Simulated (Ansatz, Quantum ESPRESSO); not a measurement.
# Lattice dynamics of CdF2 (Fm-3m) in two programs, part 3 of 4

Aim: the phonon dispersion of CdF2 (Fm-3m), checked by a second program.

Quantum ESPRESSO 7.5; DFT LDA, scalar-relativistic, plane waves, GBRV ultrasoft pseudopotentials.

So far, highest frequency (cm⁻¹): step 7 (dispersion) 413. The relaxed cell has a = 5.307 Å (conventional setting).

**9. Modes with the sum rule**

A rigid shift of the crystal must cost nothing, but grids and finite bases break this; the acoustic sum rule is imposed before the matrix is diagonalised again. With Born charges the intensities follow, and the static dielectric tensor.

The input, dynmat.in:

```
 &input
    fildyn='x.dyn1',
    asr='simple',
    fileig='dynmat.eig',
    lperm=.true.,
 /
```

Launch:

```sh
$ dynmat.x -in dynmat.in > dynmat.out
```

Log:

```text
[banner, memory and clock lines left out]
Program DYNMAT v.7.5

     Reading Dynamical Matrix from file x.dyn1
     ...Force constants read
     ...epsilon and Z* read
     A direction for q was not specified:TO-LO splitting will be absent

     Polarizability (A^3 units)
     multiply by 0.608852 for Clausius-Mossotti correction
         5.732594    0.000000    0.000000
         0.000000    5.732594   -0.000000
        -0.000000   -0.000000    5.732594

     IR activities are in (D/A)^2/amu units

# mode   [cm-1]    [THz]      IR
    1     -0.00   -0.0000    0.0000
    2      0.00    0.0000    0.0000
    3      0.00    0.0000    0.0000
    4    239.77    7.1880    4.8696
    5    239.77    7.1880    4.8696
    6    239.77    7.1880    4.8696
    7    318.24    9.5405    0.0000
    8    318.24    9.5405    0.0000
    9    318.24    9.5405    0.0000

Electronic dielectric permittivity tensor (relative, adimensional)
         2.927309    0.000000    0.000000
         0.000000    2.927309   -0.000000
        -0.000000   -0.000000    2.927309

 ... with zone-center polar mode contributions
         7.760760    0.000000   -0.000000
         0.000000    7.760760    0.000000
        -0.000000    0.000000    7.760760

    -0.000000   0.000000   )
 ( -0.000000   0.000000    -0.000000   0.000000     0.707107   0.000000   )
 (  0.000000   0.000000     0.000000   0.000000    -0.707107   0.000000   )
     freq (    9) =       9.540496 [THz] =     318.236695 [cm-1]
 (  0.000000   0.000000    -0.000000   0.000000    -0.000000   0.000000   )
 (  0.020200   0.000000    -0.706818   0.000000    -0.000000   0.000000   )
 ( -0.020200   0.000000     0.706818   0.000000     0.000000   0.000000   )
 **************************************************************************
```

The job ended after 1.1 s (1 thread of Intel Xeon Platinum 8559C (Emerald Rapids), shared host; peak memory 0.06 GiB).

This step gave:

| Property | Result |
| --- | --- |
| highest optical zone-centre mode (no LO-TO term) | 318.2 cm⁻¹ |
| lowest optical zone-centre mode | 239.8 cm⁻¹ |
| mean static dielectric constant | 7.76 |

Unit eigenvectors of the mass-weighted matrix after the sum rule; no LO-TO term. The modes at Γ (shares of kinetic energy by element, %):

```csv
mode,frequency (cm⁻¹),symmetry,Cd %,F %
1,0.0,acoustic,75,25
2,0.0,acoustic,75,25
3,0.0,acoustic,75,25
4,239.8,T1u,25,75
5,239.8,T1u,25,75
6,239.8,T1u,25,75
7,318.2,T2g,0,100
8,318.2,T2g,0,100
9,318.2,T2g,0,100
```

Displacements in mode 5 (239.8 cm⁻¹), the largest set to 1:
```
Cd1 -0.13 -0.02 -0.34
F2   0.37  0.06  1.00
F3   0.37  0.06  1.00
```

Displacements in mode 8 (318.2 cm⁻¹), the largest set to 1:
```
Cd1  0.00  0.00  0.00
F2   0.00  0.00  1.00
F3   0.00  0.00 -1.00
```

Degenerate modes summed, no LO-TO term. Lines of the infrared spectrum (strongest = 100):

```csv
position (cm⁻¹),lines merged,label,"IR intensity, relative"
240,3,T1u,100
318,3,T2g,0.0
```

Static dielectric tensor (ions relaxed, fixed cell):

```
7.76 0.00 0.00
0.00 7.76 0.00
0.00 0.00 7.76
```

The rule also moves an optical mode by 0.3 cm⁻¹.

**10. The sum rule changed: a sum rule for molecules or wires on a crystal**

This rule also removes rotations, which suits molecules and not a crystal; it is tried to see the harm.

The input, dynmat.in:

```
 &input
    fildyn='x.dyn1',
    asr='zero-dim',
    fileig='dynmat.eig',
    lperm=.true.,
 /
```

Launch:

```sh
$ dynmat.x -in dynmat.in > dynmat.out
```

Log:

```text
[banner, memory and clock lines left out]
Program DYNMAT v.7.5

     Reading Dynamical Matrix from file x.dyn1
     ...Force constants read
     ...epsilon and Z* read
     Acoustic Sum Rule: || Z*(ASR) - Z*(orig)|| =    3.205515E+00
     Acoustic Sum Rule: ||dyn(ASR) - dyn(orig)||=    2.407970E-01
     A direction for q was not specified:TO-LO splitting will be absent

     Polarizability (A^3 units)
     multiply by 0.608852 for Clausius-Mossotti correction
         5.732594    0.000000    0.000000
         0.000000    5.732594   -0.000000
        -0.000000   -0.000000    5.732594

     IR activities are in (D/A)^2/amu units

# mode   [cm-1]    [THz]      IR
    1     -0.00   -0.0000    0.0000
    2     -0.00   -0.0000    0.0000
    3      0.00    0.0000    0.0000
    4      0.00    0.0000    0.0000
    5      0.00    0.0000    0.0000
    6    239.53    7.1808    4.8696
    7    293.41    8.7963    3.5683
    8    293.41    8.7963    3.5683
    9    317.95    9.5318    0.0000

Electronic dielectric permittivity tensor (relative, adimensional)
         2.927309    0.000000    0.000000
         0.000000    2.927309   -0.000000
        -0.000000   -0.000000    2.927309

 ... with zone-center polar mode contributions
         6.118396   -0.826039   -0.826039
        -0.826039    6.118396    0.826039
        -0.826039    0.826039    6.118396

 0.680681   0.000000    -0.652466   0.000000   )
     freq (    9) =       9.531844 [THz] =     317.948105 [cm-1]
 ( -0.000000   0.000000    -0.000000   0.000000    -0.000000   0.000000   )
 (  0.408248   0.000000    -0.408248   0.000000    -0.408248   0.000000   )
 ( -0.408248   0.000000     0.408248   0.000000     0.408248   0.000000   )
 **************************************************************************
```

Elapsed: 1.1 s, on 1 thread; peak memory 0.06 GiB.

The run ended normally, but on settings that are not sound.

The fault: a sum rule for molecules or wires on a crystal; 2 optical modes are projected out to zero frequency, as if they were rotations, and the static dielectric tensor is spoilt.

For a crystal the rule has to be 'simple' or 'crystal'.

Zone-centre frequencies as printed; negative means imaginary. Modes:

```csv
mode,frequency (cm⁻¹)
1,0
2,0
3,0
4,0
5,0
6,239.5
7,293.4
8,293.4
9,317.9
```

**11. Modes along a direction of q (1 0 0)**

A longitudinal polar mode sets up a macroscopic field that stiffens it; the term hangs on the direction from which q goes to zero.

The input, dynmat.in:

```
 &input
    fildyn='x.dyn1',
    asr='simple',
    fileig='dynmat.eig',
    q(1)=1.0,
    q(2)=0.0,
    q(3)=0.0,
 /
```

Launch:

```sh
$ dynmat.x -in dynmat.in > dynmat.out
```

Log:

```text
[banner, memory and clock lines left out]
Program DYNMAT v.7.5

     Reading Dynamical Matrix from file x.dyn1
     ...Force constants read
     ...epsilon and Z* read

     Polarizability (A^3 units)
     multiply by 0.608852 for Clausius-Mossotti correction
         5.732594    0.000000    0.000000
         0.000000    5.732594   -0.000000
        -0.000000   -0.000000    5.732594

     IR activities are in (D/A)^2/amu units

# mode   [cm-1]    [THz]      IR
    1     -0.00   -0.0000    0.0000
    2      0.00    0.0000    0.0000
    3      0.00    0.0000    0.0000
    4    239.77    7.1880    4.8696
    5    239.77    7.1880    4.8696
    6    318.24    9.5405    0.0000
    7    318.24    9.5405    0.0000
    8    318.24    9.5405    0.0000
    9    390.40   11.7038    4.8696

.000000     0.120755   0.000000   )
     freq (    7) =       9.540496 [THz] =     318.236695 [cm-1]
 (  0.000000   0.000000    -0.000000   0.000000    -0.000000   0.000000   )
 (  0.152432   0.000000     0.133795   0.000000    -0.677395   0.000000   )
 ( -0.152432   0.000000    -0.133795   0.000000     0.677395   0.000000   )
     freq (    8) =       9.540496 [THz] =     318.236695 [cm-1]
 (  0.000000   0.000000     0.000000   0.000000     0.000000   0.000000   )
 (  0.131318   0.000000     0.675426   0.000000     0.162956   0.000000   )
 ( -0.131318   0.000000    -0.675426   0.000000    -0.162956   0.000000   )
     freq (    9) =      11.703829 [THz] =     390.397705 [cm-1]
 (  0.232460   0.000000    -0.000000   0.000000     0.000000   0.000000   )
 ( -0.687736   0.000000    -0.000000   0.000000    -0.000000   0.000000   )
 ( -0.687736   0.000000     0.000000   0.000000     0.000000   0.000000   )
 **************************************************************************
```

Elapsed: 1.1 s, on 1 thread; peak memory 0.06 GiB.

This step gave:

```yaml
highest_mode_moved_by_the_lo_to_term: 390.4 cm⁻¹
```

Zone-centre frequencies as printed; negative means imaginary. Modes:

```csv
mode,frequency (cm⁻¹)
1,0
2,0
3,0
4,239.8
5,239.8
6,318.2
7,318.2
8,318.2
9,390.4
```

The field moves one mode, from 240 to 390 cm⁻¹; the others stay.

**12. The dispersion under another sum rule (no)**

The sum rule corrects the force constants themselves, so it can shift branches at any wavevector, low ones most.

The input, matdyn.in:

```
 &input
    asr='no',
    flfrc='x.fc',
    flfrq='x.freq',
    flvec='x.modes',
    q_in_band_form=.true.,
    q_in_cryst_coord=.true.,
 /
8
  0.0000000   0.0000000   0.0000000   8  ! GAMMA
 -0.0000000   0.5000000   0.5000000   8  ! X
 -0.0000000   0.6250000   0.3750000   1  ! U
 -0.3750000   0.3750000  -0.0000000   8  ! K
  0.0000000   0.0000000   0.0000000   8  ! GAMMA
 -0.0000000   0.5000000  -0.0000000   8  ! L
 -0.2500000   0.5000000   0.2500000   8  ! W
 -0.0000000   0.5000000   0.5000000   1  ! X
```

Launch:

```sh
$ matdyn.x -in matdyn.in > matdyn.out
```

Log:

```text
[banner, memory and clock lines left out]
Program MATDYN v.7.5

 mass for atomic type   1 not given; uses mass from file x.fc
 mass for atomic type   2 not given; uses mass from file x.fc
```

The job ended after 0.93 s (1 thread; peak memory 0.06 GiB).

This step gave:

- lowest frequency on the path: -9.156 cm⁻¹

Matdyn.x, sum rule no. Phonon branches along the path, in cm⁻¹:

```csv
point,branch 1,branch 2,branch 3,branch 4,branch 5,branch 6,branch 7,branch 8,branch 9
Γ,-9,-9,-9,240,240,318,318,318,390
halfway,62,62,149,207,207,247,345,345,400
X,111,111,122,159,159,200,366,366,413
halfway,110,121,124,169,178,194,362,363,411
U,105,131,142,179,193,220,350,356,405
jump to K,105,131,142,179,193,220,350,356,405
halfway,74,78,143,203,281,282,308,331,385
Γ,-9,-9,-9,240,240,318,318,318,390
halfway,63,63,125,250,250,311,311,312,379
L,88,88,188,266,266,300,300,307,361
halfway,98,124,172,198,204,295,298,354,390
W,115,141,142,158,158,293,293,376,403
halfway,113,126,128,155,187,212,347,370,409
X,111,111,122,159,159,200,366,366,413
```

The phonon branches as a text plot (rows in cm⁻¹):

```
    404 |    ***************                           **********
    386 |****               *****************        **
    369 |          ******                    ********  **********
    351 |     *****     ****                          *      **
    334 |  ***             ********                 **
    316 |**                 **  ****************  **       **
    298 |  **                 ** **            ************
    281 |    *              **  *                          *
    263 |                     ** **          *******
    246 |*    **           ***     **********       *       *
    228 | ****            *        ***               *
    211 |     ****       * *    ***                  **      *
    193 |       ***********   **                 ***  *      ****
    175 |       ***    *******                 **   *****   *  *
    158 |          ****    *****             **        **********
    140 |     **   **    **     *                      ******
    123 |    *       *********   **         *         *   *******
    105 |          *********  **           *        ******   ****
     87 |  **     *         ****   **          *******
     70 |     ****              ***      ** ***
     52 |    *                   ****      *
     35 | ***                      ***  ***
     17 | *                          *  *
      0 |*                            **
         Γ           X  U|K            Γ         L        W     X
```

At the labelled points the branches move by up to 9.2 cm⁻¹.

(Continued in part 4 of 4.)

[Long decimals in the printed logs are rounded to 6 places.]

[Host names, launcher messages, clock columns and parts of forces and stress are left out of these logs.]

[Logs are printed without paths, hosts, clocks, repeated set-up lines and the standing remarks that a program may print on its own settings, such as how far it seeks lower states.]

[Hosts, paths, dates, database ids (printed as entryN), source tags and the programs' standing remarks are cut or masked in the printed files.]

[Where Elk ran, warnings of its patched build on accuracy (core leakage, angular cutoffs, spin-orbit splittings, empty states, lower magnetic states) are left out.]

[Sessions in which a second program contradicted a gradient-corrected response are left out of this set, so agreement between programs is selected.]
